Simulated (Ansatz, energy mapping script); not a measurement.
# Spin model of MnSi from collinear orders

Wanted: the magnetic order of MnSi, its couplings and an estimate of its ordering temperature, by PBE.

Main program and level: Ansatz 0.2.0; PBE; plane waves, collinear spin, no spin–orbit coupling.

Report form: the programs' logs are mostly left out.

The database entry behind the starting cell differs from later determinations by our own check (0.1 to 0.3 % short, probably kX units), so it need not match the best structure at ambient conditions.

In doubt: warnings of the run leave room for a lower electronic state (steps 4, 8, 9), so energies may not be the lowest and differences between runs may mislead.

## (1) The structure

The structure is cubic, space group P2_13 (No. 198). Conventional cell: a = 4.548 Å, b = 4.548 Å, c = 4.548 Å, α = 90.00°, β = 90.00°, γ = 90.00°. Mn has 7 Si at 2.30 to 2.53 Å nearest. Nearest to Si lie 7 Mn at 2.30 to 2.53 Å. Farther neighbours are not listed.

No correction acts on the open shell here, which makes this the cheap baseline.

## (2) Which atoms carry moments

One run in the crystal's own cell, under PBE with U = 3.6 eV on Mn d, ortho-atomic projectors, shows which elements keep a moment. Transition or f elements with 0.3 μB or more enter the spin model; moments induced on other atoms do not.

File input.yaml:

```yaml
crystal:
  lattice:
    - [4.548, 0.0, 0.0]
    - [0.0, 4.548, 0.0]
    - [0.0, 0.0, 4.548]
  atoms:
    - { symbol: Mn, position: [0.138, 0.138, 0.138], spin: 3.5 }
    - { symbol: Mn, position: [0.362, 0.862, 0.638], spin: 3.5 }
    - { symbol: Mn, position: [0.638, 0.362, 0.862], spin: 3.5 }
    - { symbol: Mn, position: [0.862, 0.638, 0.362], spin: 3.5 }
    - { symbol: Si, position: [0.846, 0.846, 0.846] }
    - { symbol: Si, position: [0.654, 0.154, 0.346] }
    - { symbol: Si, position: [0.346, 0.654, 0.154] }
    - { symbol: Si, position: [0.154, 0.346, 0.654] }
magnetization:
  spin_polarized: true
kpoints:
  mp_grid: { grid: [7, 7, 7] }
hamiltonian:
  xc: pbe
  hubbard:
    sites: [{ species: Mn, l: d, u_eff: 3.6 }]
    projectors: ortho-atomic
scf:
  occupations: { method: fermi_dirac, width: 0.1 }
output:
  eigenvalues: true
```

Started as:

```console
ansatz run input.yaml --threads 4 --pin off --max-ram 14336MiB --backend cpu --events-out ev --progress --plain --runs-dir out
```

The job ended after 4 min (4 threads of Arm Neoverse V2, shared host; peak memory 2.9 GiB).

Spin moment in the sphere by atom:

| atom | spin moment in the sphere (μB) |
| --- | --- |
| Mn1 | 2.68 |
| Mn2 | 2.68 |
| Mn3 | 2.68 |
| Mn4 | 2.68 |
| Si5 | -0.19 |
| Si6 | -0.19 |
| Si7 | -0.19 |
| Si8 | -0.19 |

The run ends ferromagnetic; Mn carries the moments.

## (3) Order 1: parallel, cell A of 8 atoms

Each cell gets its own parallel run on the same mesh, so that most of the mesh error cancels in the differences.

input.yaml, as its differences from that of step 2:

```diff
@@ -20,5 +20,2 @@
   xc: pbe
-  hubbard:
-    sites: [{ species: Mn, l: d, u_eff: 3.6 }]
-    projectors: ortho-atomic
 scf:
@@ -27 +24,5 @@
   eigenvalues: true
+  write_density: true
+  write_potential: true
+  elf: true
+  volumetric_format: npy
```

Run time: 9.8 s. Hardware: 4 threads; peak memory 0.51 GiB.

Spin moment in the sphere by atom:

| atom | spin moment in the sphere (μB) |
| --- | --- |
| Mn1 | 0.991 |
| Mn2 | 0.991 |
| Mn3 | 0.991 |
| Mn4 | 0.991 |
| Si5 | -0.042 |
| Si6 | -0.042 |
| Si7 | -0.042 |
| Si8 | -0.042 |

The run ends ferromagnetic.

Spin density in the ac plane at fractional y = 0.138, with atoms of Mn and Si within 0.2 Å of it.

Values in e/Å³, 14 rows by 14 columns, each cell a mean:
```
0.0 0.1 0.1 0.1 0.0 0.0 0.0 0.0 0.0 0.0 0.0 0.0 0.0 0.0
0.0 0.0 0.0 0.0 0.0 0.0 0.0 0.0 0.0 0.0 0.0 0.0 0.0 0.0
0.0 0.0 0.0 0.0 0.0 0.0 0.0 0.0 0.0 0.0 0.0 0.0 0.0 0.0
0.0 0.0 0.0 0.0 0.0 0.0 0.0 0.0 0.0 0.0 0.0 0.0 0.0 0.0
0.0 0.0 0.0 0.0 0.0 0.0 0.0 0.0 0.0 0.0 0.0 0.0 0.0 0.0
0.0 0.0 0.0 0.0 0.0 0.0 0.0 0.0 0.0 0.0 0.0 0.0 0.0 0.0
0.0 0.0 0.0 0.0 0.0 0.0 0.0 0.0 0.0 0.0 0.0 0.0 0.0 0.0
0.0 0.0 0.0 0.0 0.0 0.0 0.0 0.0 0.0 0.0 0.0 0.0 0.0 0.0
0.0 0.0 0.0 0.0 0.0 0.0 0.0 0.0 0.0 0.0 0.0 0.0 0.0 0.0
0.1 0.2 0.2 0.0 0.0 0.0 0.0 0.0 0.0 0.0 0.0 0.0 0.0 0.0
0.3 0.7 0.7 0.2 0.1 0.0 0.0 0.0 0.0 0.0 0.0 0.0 0.0 0.1
0.5 1.4 1.7 0.7 0.2 0.0 0.0 0.0 0.0 0.0 0.0 0.0 0.0 0.1
0.3 0.9 1.4 0.7 0.2 0.0 0.0 0.0 0.0 0.0 0.0 0.0 0.0 0.1
0.1 0.2 0.5 0.3 0.1 0.0 0.0 0.0 0.0 0.0 0.0 0.0 0.0 0.0
```
Columns run along a (4.5 Å), rows up along c (4.5 Å). Atoms in or near the plane, at fractional coordinates: Mn at (0.14, 0.14), Si at (0.65, 0.35).

ELF in the ac plane at fractional y = 0.138, with atoms of Mn and Si within 0.2 Å of it. It is the smooth field of the valence electrons, not physical close to the nuclei.

Values, 14 rows by 14 columns, each cell a mean:
```
0.21 0.18 0.20 0.19 0.22 0.29 0.28 0.21 0.18 0.20 0.26 0.41 0.48 0.38
0.39 0.34 0.34 0.37 0.39 0.36 0.28 0.20 0.17 0.19 0.25 0.40 0.50 0.49
0.52 0.55 0.57 0.57 0.51 0.41 0.32 0.24 0.19 0.21 0.28 0.38 0.45 0.49
0.49 0.58 0.64 0.62 0.52 0.40 0.36 0.34 0.29 0.29 0.31 0.33 0.34 0.38
0.40 0.54 0.64 0.64 0.51 0.37 0.36 0.42 0.45 0.43 0.38 0.29 0.24 0.27
0.36 0.54 0.67 0.65 0.51 0.37 0.40 0.54 0.63 0.61 0.51 0.33 0.22 0.22
0.37 0.54 0.66 0.64 0.52 0.44 0.53 0.64 0.65 0.57 0.49 0.41 0.31 0.27
0.35 0.42 0.50 0.53 0.49 0.51 0.62 0.61 0.41 0.30 0.29 0.43 0.46 0.37
0.25 0.20 0.21 0.26 0.35 0.53 0.66 0.51 0.27 0.34 0.25 0.47 0.60 0.44
0.23 0.30 0.32 0.22 0.20 0.43 0.66 0.55 0.28 0.29 0.30 0.58 0.62 0.36
0.39 0.62 0.68 0.47 0.23 0.30 0.63 0.66 0.45 0.35 0.46 0.65 0.52 0.26
0.53 0.81 0.87 0.68 0.33 0.22 0.52 0.66 0.65 0.61 0.63 0.60 0.37 0.21
0.46 0.74 0.81 0.62 0.29 0.19 0.41 0.52 0.53 0.52 0.52 0.49 0.31 0.18
0.26 0.45 0.53 0.38 0.19 0.21 0.33 0.34 0.31 0.31 0.35 0.43 0.38 0.21
```
Columns run along a (4.5 Å), rows up along c (4.5 Å). Atoms in or near the plane, at fractional coordinates: Mn at (0.14, 0.14), Si at (0.65, 0.35).

## (4) Compensated ++−− start in cell A (8 atoms)

Reversing part of the moments probes the couplings between the two sets.

input.yaml, as its differences from that of step 3:

```diff
@@ -8,4 +8,4 @@
     - { symbol: Mn, position: [0.362, 0.862, 0.638], spin: 3.5 }
-    - { symbol: Mn, position: [0.638, 0.362, 0.862], spin: 3.5 }
-    - { symbol: Mn, position: [0.862, 0.638, 0.362], spin: 3.5 }
+    - { symbol: Mn, position: [0.638, 0.362, 0.862], spin: -3.5 }
+    - { symbol: Mn, position: [0.862, 0.638, 0.362], spin: -3.5 }
     - { symbol: Si, position: [0.846, 0.846, 0.846] }
```

The job ended after 3.2 min (4 threads; peak memory 1.3 GiB).

Spin moment in the sphere by atom:

| atom | spin moment in the sphere (μB) |
| --- | --- |
| Mn1 | -0.991 |
| Mn2 | -0.991 |
| Mn3 | -0.991 |
| Mn4 | -0.991 |
| Si5 | 0.042 |
| Si6 | 0.042 |
| Si7 | 0.042 |
| Si8 | 0.042 |

The run ends ferromagnetic, not as typed: a moment turned or collapsed in the SCF or in the program's search for a lower state.

Spin density in the ac plane at fractional y = 0.138, with atoms of Mn and Si within 0.2 Å of it.

Ten even steps from '0' (-1.7 e/Å³) to '9' (0.0 e/Å³), each cell a mean:
```
99999999999999
99999999999999
99999999999999
99999999999999
99999999999999
99999999999999
99999999999999
99999999999999
99999999999999
98899999999999
85589999999999
72058999999999
84158999999999
98789999999999
```
Columns run along a (4.5 Å), rows up along c (4.5 Å). Atoms in or near the plane, at fractional coordinates: Mn at (0.14, 0.14), Si at (0.65, 0.35).

ELF in the ac plane at fractional y = 0.138, with atoms of Mn and Si within 0.2 Å of it. It is the smooth field of the valence electrons, not physical close to the nuclei.

Values, 14 rows by 14 columns, each cell a mean:
```
0.21 0.18 0.20 0.19 0.22 0.29 0.28 0.21 0.18 0.20 0.26 0.41 0.48 0.38
0.39 0.34 0.34 0.37 0.39 0.36 0.28 0.20 0.17 0.19 0.25 0.40 0.50 0.49
0.52 0.55 0.57 0.57 0.51 0.41 0.32 0.24 0.19 0.21 0.28 0.38 0.45 0.49
0.49 0.58 0.64 0.62 0.52 0.40 0.36 0.34 0.29 0.29 0.31 0.33 0.34 0.38
0.40 0.54 0.64 0.64 0.51 0.37 0.36 0.42 0.45 0.43 0.38 0.29 0.24 0.27
0.36 0.54 0.67 0.65 0.51 0.37 0.40 0.54 0.63 0.61 0.51 0.33 0.22 0.22
0.37 0.54 0.66 0.64 0.52 0.44 0.53 0.64 0.65 0.57 0.49 0.41 0.31 0.27
0.35 0.42 0.50 0.53 0.49 0.51 0.62 0.61 0.41 0.30 0.29 0.43 0.46 0.37
0.25 0.20 0.21 0.26 0.35 0.53 0.66 0.51 0.27 0.34 0.25 0.47 0.60 0.44
0.23 0.30 0.32 0.22 0.20 0.43 0.66 0.55 0.28 0.29 0.30 0.58 0.62 0.36
0.39 0.62 0.68 0.47 0.23 0.30 0.63 0.66 0.45 0.35 0.46 0.65 0.52 0.26
0.53 0.81 0.87 0.68 0.33 0.22 0.52 0.66 0.65 0.61 0.63 0.60 0.37 0.21
0.46 0.74 0.81 0.62 0.29 0.19 0.41 0.52 0.53 0.52 0.52 0.49 0.31 0.18
0.26 0.45 0.53 0.38 0.19 0.21 0.33 0.34 0.31 0.31 0.35 0.43 0.38 0.21
```
Columns run along a (4.5 Å), rows up along c (4.5 Å). Atoms in or near the plane, at fractional coordinates: Mn at (0.14, 0.14), Si at (0.65, 0.35).

## (5) A changed input

The input is changed once more, to see how this run answers a poor choice.

input.yaml, as its differences from that of step 4:

```diff
@@ -17,3 +17,3 @@
 kpoints:
-  mp_grid: { grid: [7, 7, 7] }
+  mp_grid: { grid: [0, 7, 7] }
 hamiltonian:
@@ -22,7 +22,4 @@
   occupations: { method: fermi_dirac, width: 0.1 }
+  max_iter: 75
 output:
   eigenvalues: true
-  write_density: true
-  write_potential: true
-  elf: true
-  volumetric_format: npy
```

It took 0.05 s on 4 threads; peak memory 0.074 GiB.

The program refused the input before any cycle.

The program's message: “Error: invalid value for `kpoints.mp_grid.grid`: each dimension must be in 1..=255”

The change that led to it: kpoints.mp_grid.grid = [0, 7, 7].

## (6) Run 3 (uncompensated +++−; cell A, 8 atoms)

input.yaml, as its differences from that of step 5:

```diff
@@ -8,3 +8,3 @@
     - { symbol: Mn, position: [0.362, 0.862, 0.638], spin: 3.5 }
-    - { symbol: Mn, position: [0.638, 0.362, 0.862], spin: -3.5 }
+    - { symbol: Mn, position: [0.638, 0.362, 0.862], spin: 3.5 }
     - { symbol: Mn, position: [0.862, 0.638, 0.362], spin: -3.5 }
@@ -17,3 +17,3 @@
 kpoints:
-  mp_grid: { grid: [0, 7, 7] }
+  mp_grid: { grid: [7, 7, 7] }
 hamiltonian:
@@ -22,3 +22,2 @@
   occupations: { method: fermi_dirac, width: 0.1 }
-  max_iter: 75
 output:
```

It took 25 s on 4 threads; peak memory 0.71 GiB; 95 s of CPU time.

The run ends ferromagnetic, not as typed: a moment turned or collapsed in the SCF or in the program's search for a lower state.

## (7) Order 4: parallel, cell B of 16 atoms

The parallel order again, as the reference for this cell.

File input.yaml:

```yaml
crystal:
  lattice:
    - [-4.548, 0.0, 0.0]
    - [0.0, 4.548, 4.548]
    - [0.0, 4.548, -4.548]
  atoms:
    - { symbol: Mn, position: [0.862, 0.138, 0.0], spin: 3.5 }
    - { symbol: Mn, position: [0.862, 0.638, 0.5], spin: 3.5 }
    - { symbol: Mn, position: [0.638, 0.75, 0.112], spin: 3.5 }
    - { symbol: Mn, position: [0.638, 0.25, 0.612], spin: 3.5 }
    - { symbol: Mn, position: [0.362, 0.612, 0.75], spin: 3.5 }
    - { symbol: Mn, position: [0.362, 0.112, 0.25], spin: 3.5 }
    - { symbol: Mn, position: [0.138, 0.5, 0.138], spin: 3.5 }
    - { symbol: Mn, position: [0.138, 0.0, 0.638], spin: 3.5 }
    - { symbol: Si, position: [0.154, 0.846, 0.0] }
    - { symbol: Si, position: [0.154, 0.346, 0.5] }
    - { symbol: Si, position: [0.346, 0.25, 0.904] }
    - { symbol: Si, position: [0.346, 0.75, 0.404] }
    - { symbol: Si, position: [0.654, 0.404, 0.25] }
    - { symbol: Si, position: [0.654, 0.904, 0.75] }
    - { symbol: Si, position: [0.846, 0.5, 0.846] }
    - { symbol: Si, position: [0.846, 0.0, 0.346] }
magnetization:
  spin_polarized: true
kpoints:
  mp_grid: { grid: [7, 5, 5] }
hamiltonian:
  xc: pbe
scf:
  occupations: { method: fermi_dirac, width: 0.1 }
output:
  eigenvalues: true
```

Run time: 66 s. Hardware: 4 threads; peak memory 1.5 GiB; 4.3 min of CPU time.

The run ends ferromagnetic. For each magnetic atom its energy differs from the parallel run of the first cell by 0.03 meV, an error that one common reference would have brought in.

## (8) Order 5: compensated +++−−−+−, cell B of 16 atoms

input.yaml, as its differences from that of step 7:

```diff
@@ -9,7 +9,7 @@
     - { symbol: Mn, position: [0.638, 0.75, 0.112], spin: 3.5 }
-    - { symbol: Mn, position: [0.638, 0.25, 0.612], spin: 3.5 }
-    - { symbol: Mn, position: [0.362, 0.612, 0.75], spin: 3.5 }
-    - { symbol: Mn, position: [0.362, 0.112, 0.25], spin: 3.5 }
+    - { symbol: Mn, position: [0.638, 0.25, 0.612], spin: -3.5 }
+    - { symbol: Mn, position: [0.362, 0.612, 0.75], spin: -3.5 }
+    - { symbol: Mn, position: [0.362, 0.112, 0.25], spin: -3.5 }
     - { symbol: Mn, position: [0.138, 0.5, 0.138], spin: 3.5 }
-    - { symbol: Mn, position: [0.138, 0.0, 0.638], spin: 3.5 }
+    - { symbol: Mn, position: [0.138, 0.0, 0.638], spin: -3.5 }
     - { symbol: Si, position: [0.154, 0.846, 0.0] }
```

Run time: 7.8 min. Hardware: 4 threads; peak memory 2.7 GiB.

The run ends ferromagnetic, not as typed: a moment turned or collapsed in the SCF or in the program's search for a lower state.

## (9) Compensated +++−+−−− start in cell B (16 atoms)

input.yaml, as its differences from that of step 8:

```diff
@@ -10,5 +10,5 @@
     - { symbol: Mn, position: [0.638, 0.25, 0.612], spin: -3.5 }
-    - { symbol: Mn, position: [0.362, 0.612, 0.75], spin: -3.5 }
+    - { symbol: Mn, position: [0.362, 0.612, 0.75], spin: 3.5 }
     - { symbol: Mn, position: [0.362, 0.112, 0.25], spin: -3.5 }
-    - { symbol: Mn, position: [0.138, 0.5, 0.138], spin: 3.5 }
+    - { symbol: Mn, position: [0.138, 0.5, 0.138], spin: -3.5 }
     - { symbol: Mn, position: [0.138, 0.0, 0.638], spin: -3.5 }
```

The job ended after 8 min (4 threads; peak memory 2.7 GiB; 31 min of CPU time).

The run ends ferromagnetic, not as typed: a moment turned or collapsed in the SCF or in the program's search for a lower state.

## (10) Order 7: parallel, cell C of 16 atoms

This run holds the same structure in another cell (b 6.432 → 4.548 Å, c 6.432 → 9.096 Å).

File input.yaml:

```yaml
crystal:
  lattice:
    - [4.548, 0.0, 0.0]
    - [0.0, 4.548, 0.0]
    - [0.0, 0.0, 9.096]
  atoms:
    - { symbol: Mn, position: [0.138, 0.138, 0.069], spin: 3.5 }
    - { symbol: Mn, position: [0.138, 0.138, 0.569], spin: 3.5 }
    - { symbol: Mn, position: [0.362, 0.862, 0.319], spin: 3.5 }
    - { symbol: Mn, position: [0.362, 0.862, 0.819], spin: 3.5 }
    - { symbol: Mn, position: [0.638, 0.362, 0.431], spin: 3.5 }
    - { symbol: Mn, position: [0.638, 0.362, 0.931], spin: 3.5 }
    - { symbol: Mn, position: [0.862, 0.638, 0.181], spin: 3.5 }
    - { symbol: Mn, position: [0.862, 0.638, 0.681], spin: 3.5 }
    - { symbol: Si, position: [0.846, 0.846, 0.423] }
    - { symbol: Si, position: [0.846, 0.846, 0.923] }
    - { symbol: Si, position: [0.654, 0.154, 0.173] }
    - { symbol: Si, position: [0.654, 0.154, 0.673] }
    - { symbol: Si, position: [0.346, 0.654, 0.077] }
    - { symbol: Si, position: [0.346, 0.654, 0.577] }
    - { symbol: Si, position: [0.154, 0.346, 0.327] }
    - { symbol: Si, position: [0.154, 0.346, 0.827] }
magnetization:
  spin_polarized: true
kpoints:
  mp_grid: { grid: [7, 7, 4] }
hamiltonian:
  xc: pbe
scf:
  occupations: { method: fermi_dirac, width: 0.1 }
output:
  eigenvalues: true
```

It took 81 s on 4 threads; peak memory 1.7 GiB.

The run ends ferromagnetic. For each magnetic atom its energy differs from the parallel run of the first cell by -0.08 meV, an error that one common reference would have brought in.

## (11) Run 8 (compensated +++−−+−−; cell C, 16 atoms)

input.yaml, as its differences from that of step 10:

```diff
@@ -9,7 +9,7 @@
     - { symbol: Mn, position: [0.362, 0.862, 0.319], spin: 3.5 }
-    - { symbol: Mn, position: [0.362, 0.862, 0.819], spin: 3.5 }
-    - { symbol: Mn, position: [0.638, 0.362, 0.431], spin: 3.5 }
+    - { symbol: Mn, position: [0.362, 0.862, 0.819], spin: -3.5 }
+    - { symbol: Mn, position: [0.638, 0.362, 0.431], spin: -3.5 }
     - { symbol: Mn, position: [0.638, 0.362, 0.931], spin: 3.5 }
-    - { symbol: Mn, position: [0.862, 0.638, 0.181], spin: 3.5 }
-    - { symbol: Mn, position: [0.862, 0.638, 0.681], spin: 3.5 }
+    - { symbol: Mn, position: [0.862, 0.638, 0.181], spin: -3.5 }
+    - { symbol: Mn, position: [0.862, 0.638, 0.681], spin: -3.5 }
     - { symbol: Si, position: [0.846, 0.846, 0.423] }
```

It took 27 min on 4 threads; peak memory 4.1 GiB.

The run was stopped unfinished when the time set aside for it ran out, so what it printed is not taken as a result.

## (12) From energies to couplings

Each energy difference is a sum of couplings weighted by the pairs that the order reverses. A few near shells are fitted to the differences by least squares. Energies are those extrapolated to zero occupation width, not the free energies F.

The orders side by side; each is measured from the parallel order in the same cell and on the same mesh:

| order | atoms | energy (meV a magnetic atom) | moments (μB) | moments kept as typed |
| --- | --- | --- | --- | --- |
| parallel in cell A | 8 | 0.00 | 0.99 | yes |
| compensated ++−− in cell A (typed; ended ferromagnetic) | 8 | 0.00 | 0.99 | no |
| uncompensated +++− in cell A (typed; ended ferromagnetic) | 8 | 0.00 | 0.99 | no |
| parallel in cell B | 16 | 0.00 | 0.99 | yes |
| compensated +++−−−+− in cell B (typed; ended ferromagnetic) | 16 | 0.00 | 0.99 | no |
| compensated +++−+−−− in cell B (typed; ended ferromagnetic) | 16 | 0.00 | 0.99 | no |
| parallel in cell C | 16 | 0.00 | 0.99 | yes |

No pair of orders in one cell converged with its signs kept, so no coupling can be fitted.

## (13) Summary of results

```
couplings : not obtained
```

No pair of a parallel and an opposed order came out as typed: 1 of 8 runs did not finish, and those that did end ferromagnetic. That shows what these starts end on, not which order is the ground state.

[Logs and program files are shortened in this print: banners, set-up blocks, solver, clock and traceback lines can be left out without a mark of their own.]

[Logs are printed without paths, hosts, clocks, repeated set-up lines and the standing remarks that a program may print on its own settings, such as how far it seeks lower states.]

[Hosts, paths, dates, database ids (printed as entryN), source tags and the programs' standing remarks are cut or masked in the printed files.]

[Where a cell is said to come from a database of computed structures, the database is the Materials Project.]
